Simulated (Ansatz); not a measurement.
## Work function of Li(110): what the settings cost and change: cost of one run

Ansatz 0.2.0; plane-wave DFT, PBE, Ansatz PAW. The cell holds 7 atoms.

input.yaml reads:

```yaml
crystal:
  lattice:
    - [2.4678026663, -1.745, 0.0]
    - [2.4678026663, 1.745, 0.0]
    - [0.0, 0.0, 32.806815998]
  atoms:
    - { symbol: Li, position: [0.0, 0.0, 0.2743332361] }
    - { symbol: Li, position: [0.5, 0.5, 0.3495554908] }
    - { symbol: Li, position: [0.0, 0.0, 0.4247777454] }
    - { symbol: Li, position: [0.5, 0.5, 0.5] }
    - { symbol: Li, position: [0.0, 0.0, 0.5752222546] }
    - { symbol: Li, position: [0.5, 0.5, 0.6504445092] }
    - { symbol: Li, position: [0.0, 0.0, 0.7256667639] }
kpoints:
  mp_grid: { grid: [14, 14, 1] }
hamiltonian:
  xc: pbe
scf:
  occupations: { method: fermi_dirac, width: 0.1 }
  convergence: { dr2_threshold: 1.0e-09 }
efield:
  axis: 3
  dipole_correction: true
  ramp_position: 0.97
  ramp_width: 0.06
basis:
  ecutwfc: "600 eV"
output:
  write_potential: true
  write_density: true
  volumetric_format: npy
```

On the command line:

```bash
$ ansatz run input.yaml --threads 2 --pin off --max-ram 3072MiB --backend cpu --events-out ev --progress --plain --runs-dir out
```

For reference, a run of the same kind (7 atoms, 57 k-points, 18 bands and 5,433 plane waves; 7 SCF cycles) took 22 s and 0.68 GiB on the same hardware.

What time and memory should one allow on 2 threads of Intel Xeon 6975P-C (Granite Rapids), shared host?

At two electrons a band, the 21 electrons need 11 bands, and 7 more are carried. The run has 57 k-points, 18 bands and 9,281 plane waves. Taking the work of a cycle as k-points × spins × bands × plane waves, that is 1.7 times the reference, or 37 s at the reference's 7 cycles. The run needed as many. One copy of the wavefunctions takes 0.14 GiB at 16 bytes a coefficient, against 0.083 GiB in the reference; grids, projectors and work arrays come on top. Measured: about 36 s, with a peak of 0.95 GiB. The estimate holds within 25 %.

[Logs are printed without paths, hosts, clocks, repeated set-up lines and the standing remarks that a program may print on its own settings, such as how far it seeks lower states.]

[Hosts, paths, dates, database ids (printed as entryN), source tags and the programs' standing remarks are cut or masked in the printed files.]

[Maps of the electrostatic potential energy from Ansatz leave out the sawtooth potential of an applied field or a dipole correction, so their vacuum need not be flat; planar profiles and work functions include it.]
